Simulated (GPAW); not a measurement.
# Ni K ELNES/XANES of ZnNi (C2/m) from DFT, part 2 of 2

What does one-electron theory with a core hole give for the Ni K edge of ZnNi (C2/m)?

GPAW 26.7.0; X-ray absorption from dipole matrix elements to empty bands, plane-wave PAW LDA.

So far. Step 2 (The field without a hole): The mesh shows no gap, so the system is treated as a metal and the core electron is put at the Fermi level (neutral cell). Step 3 (Spectrum without a core hole, Ni atom 2): Main maxima below 30 eV (height): 1.9 eV (0.54) and 15.7 eV (1.47). A K edge sees empty p states, which here mix into the lowest empty bands, so that weight starts at the zero.

## 5. Spectrum with XCH, Ni atom 2

The holes are 5.8 Å apart. In GPAW the data set carries the hole's charge, so charge=0 means a charged cell and charge=-1 a neutral one. The excited electron is kept in the cell, where it fills the lowest empty states and screens the hole. After the field has converged, empty bands are computed with the density fixed and the dipole matrix elements are summed.

xas.py

```python
import numpy as np
from ase import Atoms
from ase.parallel import parprint, paropen
from gpaw import GPAW, PW, FermiDirac, Mixer, MixerDif, setup_paths
from gpaw.test import gen
setup_paths.insert(0, '.')
gen('Ni', name='fch1s', xcname='LDA', corehole=(1, 0, 1), write_xml=True)
from gpaw.mpi import world
world.barrier()

atoms = Atoms('Zn8Ni8',
    cell=[[0, -5.815056, 0],
     [-3.4395374, -2.907528, -3.94525226],
     [5.12617659, 0, -3.94525226]],
    scaled_positions=[[0.25, 0.5, 0],
     [0.75, 0.5, 0],
     [0.375, 0.75, 0.75],
     [0.5, 0, 0.5],
     [0.625, 0.25, 0.25],
     [0.875, 0.75, 0.75],
     [0, 0, 0.5],
     [0.125, 0.25, 0.25],
     [0, 0, 0],
     [0.5, 0, 0],
     [0.125, 0.25, 0.75],
     [0.25, 0.5, 0.5],
     [0.375, 0.75, 0.25],
     [0.625, 0.25, 0.75],
     [0.75, 0.5, 0.5],
     [0.875, 0.75, 0.25]],
    magmoms=[0.0, 0.0, 0.0, 0.0, 0.0, 0.0, 0.0, 0.0, 2.0, 2.0, 2.0, 2.0, 2.0, 2.0, 2.0, 2.0],
    pbc=True)
atoms.calc = calc = GPAW(legacy_gpaw=True, mode=PW(430, force_complex_dtype=True), xc='LDA', setups={8: 'fch1s'},
    kpts={'size': (4, 4, 3), 'gamma': True}, occupations=FermiDirac(0.1),
    charge=-1, mixer=MixerDif(0.05, 8, 50), maxiter=150,
    convergence={'density': 0.0001, 'eigenstates': 1e-6}, txt='scf.txt')
energy = atoms.get_potential_energy() + calc.get_reference_energy()
ef = calc.get_fermi_level()
out = dict(energy=energy, fermi=ef, forces=atoms.get_forces().tolist(), magmoms=atoms.get_magnetic_moments().tolist())
parprint(f'all-electron energy {energy:.4f} eV, Fermi level {ef:.4f} eV')
ev = np.array([[calc.get_eigenvalues(k, s) for k in range(len(calc.get_ibz_k_points()))] for s in range(calc.get_number_of_spins())])
out['homo'], out['lumo'], out['counts'] = ev[ev < ef].max(), ev[ev > ef].min(), sorted(set((ev < ef).sum((0, 2)).tolist()))
out['filled'] = (ev[:, 0] < ef).sum(1).tolist()

from ase.units import Ha
from gpaw.xas import dipole_matrix_elements
nb = int(calc.get_number_of_electrons() / 2) + 160
top, nb = nb, nb + 8 + nb // 12
nscf = calc.fixed_density(kpts={'size': (4, 4, 3), 'gamma': True}, nbands=nb,
    convergence={'bands': top, 'eigenstates': 5e-3}, maxiter=60, txt='nscf.txt')
cell = atoms.cell.array
ops = [cell.T @ U.T @ np.linalg.inv(cell.T) for U in nscf.wfs.kd.symmetry.op_scc]
E = np.arange(-6, 34, 0.1)
fwhm = np.interp(E, [4, 25], [1.44, 3.5])
Y, X, zero, highest = 0, 0, 1e9, 1e9
for spin in range(nscf.get_number_of_spins()):
    wfs = nscf.wfs
    mine = wfs.bd.get_slice()  # this rank's bands
    A = dipole_matrix_elements(wfs.setups[8])
    eps = np.zeros((wfs.kd.nibzkpts, nb))
    d = np.zeros((3, A.shape[1], wfs.kd.nibzkpts, nb), complex)
    for kpt in wfs.kpt_u:
        if kpt.s == spin and 8 in kpt.P_ani:
            eps[kpt.k, mine] = kpt.eps_n * Ha
            d[:, :, kpt.k, mine] = (kpt.weight * wfs.nspins / 2) ** 0.5 * np.inner(A, kpt.P_ani[8])
    world.sum(eps)
    world.sum(d)
    T = np.einsum('amkn,bmkn->abkn', d, d.conj()).real
    T = sum(np.einsum('ai,ijkn,bj->abkn', R, T, R) for R in ops) / len(ops)
    empty = eps > ef
    zero, highest = min(zero, eps[empty].min()), min(highest, eps[:, top - 1].min())
    lines = [(eps, T, empty)] if spin == 0 else lines + [(eps, T, empty)]
for eps, T, empty in lines:
    f = np.einsum('aakn->akn', T).reshape(3, -1)
    x = eps.ravel() - zero
    w = np.interp(x, E, fwhm) / 2.35482
    g = np.exp(-0.5 * ((E[:, None] - x) / w) ** 2) / (w * (2 * np.pi) ** 0.5)
    Y = Y + (f * empty.ravel()) @ g.T
    X = X + (f * ~empty.ravel()) @ g.T
out.update(E=E.round(2).tolist(), xas=Y.tolist(), xes=X.tolist(), zero=zero, valid=highest - zero, nk=len(eps), nb=nb)
for i in range(0, len(E), 10):
    parprint(f'{E[i]:7.2f}', *(f'{v:10.3e}' for v in Y[:, i]))
import json
with paropen('out.json', 'w') as f:
    json.dump(out, f)
```

Run with:

```console
OMP_NUM_THREADS=1 mpirun -n 4 gpaw python xas.py
```

Numbers of over 12 decimals in the logs are rounded to 6 here.

Log:

```text
Input parameters:
  charge: -1
  convergence: {density: 0.0001,
                eigenstates: 1e-06}
  kpts: {gamma: True,
         size: (4, 4, 3)}
  maxiter: 150
  mixer: {backend: pulay,
          beta: 0.05,
          method: difference,
          nmaxold: 8,
          weight: 50}
  mode: {ecut: 430.0,
         force_complex_dtype: True,
         name: pw}
  occupations: {fixmagmom: False,
                name: fermi-dirac,
                width: 0.1}
  setups: {8: fch1s}

Initialize ...

[... PAW data sets ...]

Reference energy: -712351.592942  # eV

Spin-polarized calculation.
Initial magnetic moment: 16.000000

[... convergence settings ...]
Symmetries present (total): 4
  [... symmetry matrices ...]

48 k-points: 4 x 4 x 3 Monkhorst-Pack grid + [1/8,1/8,0.000000]
17 k-points in the irreducible part of the Brillouin zone
       k-points in crystal coordinates                weights
   0:     0.00000000    0.00000000    0.00000000          1/48
   1:     0.00000000    0.00000000    0.33333333          2/48
   2:     0.00000000    0.25000000   -0.33333333          2/48
   3:     0.00000000    0.25000000    0.00000000          2/48
   4:     0.00000000    0.25000000    0.33333333          2/48
   5:     0.00000000    0.50000000    0.00000000          1/48
   6:     0.00000000    0.50000000    0.33333333          2/48
   7:     0.25000000    0.25000000   -0.33333333          4/48
   8:     0.25000000    0.25000000    0.00000000          4/48
   9:     0.25000000    0.25000000    0.33333333          4/48
          ...
  16:     0.50000000    0.50000000    0.33333333          4/48

Wave functions: Plane wave expansion
  Cutoff energy: 430.000 eV
  Number of coefficients (min, max): 3960, 4002
  Pulay-stress correction: 0.000000 eV/Ang^3 (de/decut=0.000000)
  Using FFTW library
  Wavefunction extrapolation:
    Improved wavefunction reuse through dual PAW basis

Occupation numbers: Fermi-Dirac:
  width: 0.1000  # eV

Eigensolver
   Davidson(niter=2)

Densities:
  Coarse grid: 30*30*32 grid
  Fine grid: 60*60*64 grid
  Total Charge: 0.000000

Density mixing:
  Method: difference
  Backend: pulay
  Linear mixing parameter: 0.05
  old densities: 8
  Width of damping distribution: 1.1
  Damping of long wavelength oscillations: 50

[... Hamiltonian set-up ...]
Number of atoms: 16
Number of atomic orbitals: 168
Number of bands in calculation: 149
Number of valence electrons: 225
Bands to converge: occupied

... initialized

Initializing position-dependent things.

Density initialized from atomic densities
Creating initial wave functions:
  149 bands from LCAO basis set

                Ni
              Ni
                      Zn
                Zn
          Zn        Zn
              Zn      Ni
        Zn      Ni
          Ni        Ni
              Ni
        Ni
                Zn
              Zn

Atomic positions and initial magnetic moments

Positions:
   0 Zn    -1.719769   -2.907528   -1.972626    ( 0.0000,  0.0000,  0.0000)
   1 Zn    -1.719769   -5.815056   -1.972626    ( 0.0000,  0.0000,  0.0000)
   2 Zn     1.264979   -4.361292   -5.917878    ( 0.0000,  0.0000,  0.0000)
   3 Zn     2.563088   -2.907528   -1.972626    ( 0.0000,  0.0000,  0.0000)
   4 Zn     0.421660   -4.361292   -1.972626    ( 0.0000,  0.0000,  0.0000)
   5 Zn     1.264979   -7.268820   -5.917878    ( 0.0000,  0.0000,  0.0000)
   6 Zn     2.563088    0.000000   -1.972626    ( 0.0000,  0.0000,  0.0000)
[...]
13 Ni     2.984748   -4.361292   -3.945252    ( 0.0000,  0.0000,  2.0000)
  14 Ni     0.843320   -5.815056   -3.945252    ( 0.0000,  0.0000,  2.0000)
  15 Ni    -1.298109   -7.268820   -3.945252    ( 0.0000,  0.0000,  2.0000)

Unit cell:
           periodic     x           y           z      points  spacing
  1. axis:    yes    0.000000   -5.815056    0.000000    30     0.1694
[...]
Kinetic:        +66.490880
Potential:      -37.917805
External:        +0.000000
XC:            -158.481086
Entropy (-ST):   -0.299850
Local:           +0.255860
SIC:             +0.000000
--------------------------
Free energy:   -129.952001
Extrapolated:  -129.802076

Spin contamination: 13.474235 electrons
Showing only first 2 kpts
                      Up                     Down
 Kpt  Band  Eigenvalues  Occupancy  Eigenvalues  Occupancy
  0   110      6.91657    0.98574      6.91676    0.98571
  0   111      7.01759    0.96178      7.01792    0.96166
  0   112      7.06058    0.94244      7.06085    0.94229
  0   113      7.07217    0.93582      7.07216    0.93583

  1   110      6.98481    0.97217      6.98447    0.97226
  1   111      7.07116    0.93642      7.07138    0.93629
  1   112      7.08071    0.93050      7.07889    0.93167
  1   113      7.09811    0.91836      7.09800    0.91844

Fermi level: 7.34014

No gap
No difference between direct/indirect transitions

Forces in eV/Ang:
  0 Zn    0.14474    0.00000    0.13671
  1 Zn   -0.14474    0.00000   -0.13671
  2 Zn   -0.03370   -0.13991    0.15374
  3 Zn    0.00000    0.00000    0.00000
  4 Zn    0.03370    0.13991   -0.15374
  5 Zn   -0.03370    0.13991    0.15374
  6 Zn    0.00000    0.00000    0.00000
[...]
13 Ni   -0.06288    0.07008   -0.01036
 14 Ni   -0.02035    0.00000    0.04065
 15 Ni    0.06288    0.07008    0.01036
Scalar-relativistic atomic LDA calculation for Ni (Nickel, Z=28)
Core hole in 1s state (1s occupation: 1.0)
600 radial gridpoints.
|------------------------------------------------|
|------------------------------------------------|
[... the atom generator's iteration count ...]

Energy contributions:
-------------------------
Kinetic:    +1223.879998
XC:           -53.069850
Potential:  -2381.487479
-------------------------
Total:      -1210.677332

state      eigenvalue         ekin         rmax
-----------------------------------------------
1s^1.0 :  -313.251645   396.006150        0.035
2s^2.0 :   -38.906168    76.597504        0.200
2p^6.0 :   -34.441347    76.049442        0.159
3s^2.0 :    -4.869961    17.150216        0.620
3p^6.0 :    -3.433483    15.489639        0.618
3d^8.0 :    -0.952222    10.900287        0.583
4s^2.0 :    -0.570148     1.970813        1.987
4p^0.0 :    -0.336120     1.272665        2.418
-----------------------------------------------
(units: Bohr and Hartree)

Generating PAW setup
Kinetic energy of the core from tauc = 1048.795935
Cutoffs:
rc(s)=2.200
rc(p)=2.280
rc(d)=2.150
rc(vbar)=2.220
rc(comp)=2.180
rc(nct)=2.280

Kinetic energy of the core states: 1039.798244
Charge: 1.0
Core electrons: 11.0
Valence electrons: 16.0
Pseudo-core charge: 0.029719
Shape function alpha=2.104
Pseudo-electron charge 3.652668
state    eigenvalue         norm
--------------------------------
4s(2) :    -0.570148     1.118509
*s    :     0.429852
3p(6) :    -3.433483     0.035119
4p(0) :    -0.336120     1.018635
3d(8) :    -0.952222     0.146902
*d    :     0.047778
--------------------------------

Diagonalizing with gridspacing h=0.050

state   all-electron     PAW
-------------------------------
4s:      -0.570148    -0.570533
3p:      -3.433483    -3.434132
3d:      -0.952222    -0.952912
*f:                   -0.019534
-------------------------------
<dir> UserWarning: Initial realspace grid (28,30,32) inconsistent with symmetries.
  warnings.warn(
<dir> UserWarning: Using symmetrized grid: (30,30,32).

  warnings.warn('Using symmetrized grid: ({},{},{}).\n'.format(*N_c))
<dir> UserWarning: Initial realspace grid (28,30,32) inconsistent with symmetries.
  warnings.warn(
<dir> UserWarning: Using symmetrized grid: (30,30,32).

  warnings.warn('Using symmetrized grid: ({},{},{}).\n'.format(*N_c))
<dir> UserWarning: Initial realspace grid (28,30,32) inconsistent with symmetries.
  warnings.warn(
<dir> UserWarning: Using symmetrized grid: (30,30,32).

  warnings.warn('Using symmetrized grid: ({},{},{}).\n'.format(*N_c))
<dir> UserWarning: Initial realspace grid (28,30,32) inconsistent with symmetries.
  warnings.warn(
<dir> UserWarning: Using symmetrized grid: (30,30,32).

  warnings.warn('Using symmetrized grid: ({},{},{}).\n'.format(*N_c))
all-electron energy -712481.3950 eV, Fermi level 7.3401 eV
  -6.00  3.084e-30  7.430e-30  1.493e-29
  -5.00  1.010e-23  2.337e-23  4.221e-23
  -4.00  2.468e-18  5.162e-18  8.520e-18
  -3.00  4.581e-14  8.135e-14  1.254e-13
  -2.00  6.590e-11  9.467e-11  1.407e-10
  -1.00  7.575e-09  8.800e-09  1.326e-08
  -0.00  7.766e-08  7.842e-08  1.335e-07
[...]
31.00  3.178e-07  3.342e-07  3.332e-07
  32.00  3.020e-07  3.380e-07  3.210e-07
  33.00  2.874e-07  3.464e-07  3.140e-07
[key lines of the parts left out:]
Converged after 21 iterations.
Dipole moment: (0.000000, -0.000000, -0.000000) |e|*Ang
```

Wall time 7.1 min (4 MPI ranks of Intel Xeon Platinum 8488C (Sapphire Rapids), shared host); peak memory 1.1 GiB; 28 min of CPU time.

The Ni K spectrum, Ni atom 2, excited-electron core hole (neutral cell) (energy from the lowest empty level; intensity scaled to a mean of 1 over the first 20 eV; polarised curves are means over the symmetry-equivalent atoms):

```csv
E (eV),isotropic,ε ∥ x,ε ∥ y,ε ∥ z
-2.0,0.00,0.00,0.00,0.00
-1.5,0.00,0.00,0.00,0.01
-1.0,0.03,0.02,0.03,0.04
-0.5,0.12,0.09,0.10,0.16
0.0,0.28,0.23,0.23,0.39
0.5,0.43,0.34,0.33,0.62
1.0,0.49,0.38,0.36,0.73
1.5,0.51,0.42,0.39,0.71
2.0,0.52,0.45,0.42,0.68
2.5,0.53,0.45,0.44,0.71
3.0,0.53,0.44,0.43,0.73
3.5,0.52,0.47,0.43,0.66
4.0,0.53,0.55,0.47,0.58
4.5,0.58,0.63,0.56,0.56
5.0,0.65,0.66,0.69,0.60
5.5,0.73,0.73,0.80,0.68
6.0,0.83,0.84,0.87,0.78
6.5,0.90,0.93,0.93,0.83
7.0,0.90,0.94,0.97,0.80
7.5,0.86,0.90,0.96,0.73
8.0,0.84,0.85,0.93,0.72
8.5,0.88,0.87,0.98,0.80
9.0,1.01,0.97,1.10,0.96
9.5,1.14,1.09,1.20,1.11
10.0,1.19,1.18,1.24,1.16
10.5,1.17,1.19,1.21,1.12
11.0,1.12,1.15,1.17,1.05
11.5,1.12,1.14,1.18,1.04
12.0,1.19,1.19,1.25,1.12
12.5,1.30,1.32,1.33,1.24
13.0,1.39,1.45,1.38,1.35
13.5,1.44,1.52,1.38,1.41
14.0,1.43,1.51,1.36,1.41
14.5,1.40,1.45,1.37,1.39
15.0,1.38,1.38,1.39,1.38
15.5,1.38,1.32,1.41,1.41
16.0,1.37,1.28,1.40,1.43
16.5,1.35,1.25,1.37,1.44
17.0,1.32,1.23,1.33,1.40
17.5,1.29,1.24,1.29,1.35
18.0,1.28,1.26,1.28,1.30
18.5,1.26,1.27,1.26,1.25
19.0,1.24,1.25,1.25,1.21
19.5,1.20,1.20,1.22,1.18
20.0,1.15,1.12,1.19,1.14
20.5,1.09,1.03,1.14,1.10
21.0,1.03,0.96,1.09,1.05
21.5,0.99,0.92,1.03,1.01
22.0,0.96,0.91,0.98,0.99
22.5,0.95,0.94,0.94,0.99
23.0,0.96,0.97,0.91,1.00
23.5,0.98,1.02,0.90,1.02
24.0,1.00,1.06,0.90,1.03
24.5,1.01,1.09,0.90,1.03
25.0,1.02,1.11,0.90,1.03
25.5,1.01,1.12,0.89,1.02
26.0,1.00,1.11,0.88,1.01
26.5,0.98,1.08,0.85,1.00
27.0,0.96,1.05,0.84,1.00
27.5,0.95,1.01,0.83,1.00
28.0,0.95,0.99,0.85,1.01
28.5,0.95,0.97,0.87,1.02
29.0,0.96,0.96,0.91,1.02
29.5,0.97,0.95,0.93,1.02
30.0,0.97,0.95,0.95,1.01
30.5,0.96,0.94,0.96,0.99
31.0,0.95,0.92,0.97,0.97
31.5,0.94,0.90,0.97,0.95
32.0,0.93,0.88,0.98,0.93
```

Main maxima below 30 eV (height): 6.8 eV (0.91), 10.1 eV (1.19), 13.7 eV (1.44) and 25.0 eV (1.02). 

The total-energy difference is 8311.39 eV.

## 6. What the core hole does

Both curves are counted from their own zero, so only the shift of weight within the empty states shows.

```csv
E (eV),no hole,XCH
-2.0,0.00,0.00
-1.0,0.03,0.03
0.0,0.28,0.28
1.0,0.50,0.49
2.0,0.54,0.52
3.0,0.48,0.53
4.0,0.50,0.53
5.0,0.66,0.65
6.0,0.78,0.83
7.0,0.80,0.90
8.0,0.82,0.84
9.0,0.95,1.01
10.0,1.09,1.19
11.0,1.13,1.12
12.0,1.21,1.19
13.0,1.29,1.39
14.0,1.37,1.43
15.0,1.45,1.38
16.0,1.47,1.37
17.0,1.43,1.32
18.0,1.38,1.28
19.0,1.31,1.24
20.0,1.22,1.15
21.0,1.15,1.03
22.0,1.12,0.96
23.0,1.09,0.96
24.0,1.07,1.00
25.0,1.06,1.02
26.0,1.06,1.00
27.0,1.06,0.96
28.0,1.07,0.95
29.0,1.08,0.96
30.0,1.07,0.97
31.0,1.06,0.95
32.0,1.03,0.93
```

With each curve scaled to its own mean, the area from −2 to 6 eV with the hole is 3.4 against 3.4, and the centre of weight from −1 to 20 eV moves by -0.2 eV (first and strongest maxima below 20 eV: 1.9 eV (0.54) and 15.7 eV (1.47) without the hole, 6.8 eV (0.91), 10.1 eV (1.19) and 13.7 eV (1.44) with it), a small effect on these measures.

## 7. Outcome

```
absorber and edge                                    : Ni K, atom 2 of the ground-state input (counted from 1)
surroundings                                         : 4 Zn at 2.49 Å, 4 Ni at 2.59 Å, 2 Zn at 2.62 Å and 2 Ni at 2.91 Å (distorted cuboctahedral, site symmetry 2/m)
highest intensity below 24 eV                        : 13.7 eV above the zero, height 1.44
photon energy of the zero (spin-polarised hole, raw) : 8311.4 eV (LDA puts this hole about 18 eV below PBE, itself good to a few eV)
```

The Ni K edge of atom 2, with 4 Zn at 2.49 Å, 4 Ni at 2.59 Å, 2 Zn at 2.62 Å and 2 Ni at 2.91 Å (distorted cuboctahedral, site symmetry 2/m), has its highest intensity of the first 24 eV at 13.7 eV above the zero, near 8325 eV in photon energy (LDA puts this hole about 18 eV below PBE, itself good to a few eV), 1.4 times the mean level of the first 20 eV (Gaussian full width 1.44 eV up to 4 eV, rising linearly to 3.5 eV at 25 eV). With each curve scaled to its own mean, the area from −2 to 6 eV with the hole is 3.4 against 3.4, and the centre of weight from −1 to 20 eV moves by -0.2 eV (first and strongest maxima below 20 eV: 1.9 eV (0.54) and 15.7 eV (1.47) without the hole, 6.8 eV (0.91), 10.1 eV (1.19) and 13.7 eV (1.44) with it), a small effect on these measures. At the Ni K edge of atom 2 polarisation matters most near 1.0 eV, where the curves differ by 0.4 on this scale. The hole lies in one spin channel, while the script sums the empty states of both and takes the lower zero; where the two channels are split, this blurs and shifts the curve. Quadrupole 1s→3d transitions, which feed the pre-edge, are not in the dipole spectrum. The starting moments shrank to 0.00 μB or less, so this is hardly a magnetic state. The holes are only 5.8 Å apart, so the shape is probably not converged with cell size; no larger cell was run here. The mesh is coarse (0.32 Å⁻¹ between points), so small maxima may be mesh ripples. Lifetime broadening is put in by hand, and intensities beyond about 20 eV depend on it and on the partial waves. The structure is a computed Materials Project entry and may be a hypothetical form.

[Banner, clock and machine lines of the logs are left out without a mark of their own.]

[Logs are printed without paths, hosts, clocks, repeated set-up lines and the standing remarks that a program may print on its own settings, such as how far it seeks lower states.]

[Hosts, paths, dates, database ids (printed as entryN), source tags and the programs' standing remarks are cut or masked in the printed files.]

[Lists of maxima count a maximum above −3 eV only where it reaches 4 % of the highest in the window and stands out from its surroundings by 2 % of it (1.5 % where it reaches 55 %); shoulders and weaker maxima are passed over, and of the rest the first, up to two pre-edge ones and the few strongest are named.]
